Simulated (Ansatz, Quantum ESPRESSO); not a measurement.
## HfO2 (fluorite): bulk modulus from a few volumes

How stiff is fluorite HfO2 under hydrostatic load? Each row scales the relaxed cell evenly and relaxes the atoms. The symmetry of the cell is held, so distortions that would lower it, which this phase may prefer, aren't tested. The phase is followed to these pressures whether or not it stays the stable one.

Calculated with Quantum ESPRESSO 7.5, PBEsol, GBRV 1.5 ultrasoft potentials, cutoff 680 eV, Fermi–Dirac smearing 0.02 eV, k-mesh 10×10×10, no spin polarisation, no spin-orbit coupling.

Reference cell, relaxed at zero pressure with PBEsol (Fm-3m): a = 3.5562 Å, b = 3.5562 Å, c = 3.5562 Å, α = 60.00°, β = 60.00°, γ = 60.00°.

```
atom       x       y       z
  Hf  0.0000  0.0000  0.0000
   O  0.2500  0.2500  0.2500
   O  0.7500  0.7500  0.7500
```

| V (Å³/atom) | V/V0 | P (GPa) | E − E0 (meV/atom) |
| --- | --- | --- | --- |
| 9.9642 | 0.9400 | 19.125 | 37.3 |
| 10.1762 | 0.9600 | 12.052 | 16.3 |
| 10.3883 | 0.9800 | 5.707 | 4.1 |
| 10.8123 | 1.0200 | −5.153 | 3.0 |
| 11.2363 | 1.0600 | −13.957 | 27.9 |

V0 = 10.6003 Å³ an atom, where the residual pressure P0 is −0.007 GPa. **Question.** Fit the Birch–Murnaghan law and give the pressure and the energy at V = 11.0243 Å³ an atom, a row left out above.

With the Eulerian strain f = ½[(V0/V)^(2/3) − 1] and F = (P − P0)/[3f(1 + 2f)^(5/2)], the third-order law is the line F = B0 + (3/2) B0 (B′ − 4) f.

```
       f  F (GPa)
 0.02106   273.15
 0.01380   272.17
 0.00678   271.64
−0.00656   270.37
−0.01905   268.99
```

A straight line through the 5 rows: the means are 0.003206 for f and 271.26 for F, Σ(Δx)² = 0.001034 and ΣΔxΔy = 0.104, so the slope is 0.104/0.001034 = 100.49 and the intercept 271.26 − (100.49)(0.003206) = 270.94.

Hence B0 = 270.9 GPa and B′ = 4 + (100.5)/(1.5 × 270.9) = 4.25. For the withheld volume f = −0.01290, F = 269.65 GPa and P = −9.78 GPa. The run itself gives −9.79 GPa, so the estimate misses by 0.01 GPa, a rounding's worth.

Integrating the same law gives E − E0 = (9/2) B0 V0 f²[1 + (B′ − 4) f] + P0(V0 − V), with 1 GPa Å³ = 6.2415 meV: 13.4 meV an atom. The run itself gives 12.5 meV, so the estimate misses by 0.9 meV; the fitted rows themselves lie up to 1.4 meV off the law.

The same fit over all rows at other levels or in other programs gives B0 = 271 GPa with r2SCAN (Ansatz), 268 GPa with PBEsol (Quantum ESPRESSO, PseudoDojo) and 289 GPa with LDA (Quantum ESPRESSO, GBRV).

[Logs are printed without paths, hosts, clocks, repeated set-up lines and the standing remarks that a program may print on its own settings, such as how far it seeks lower states.]
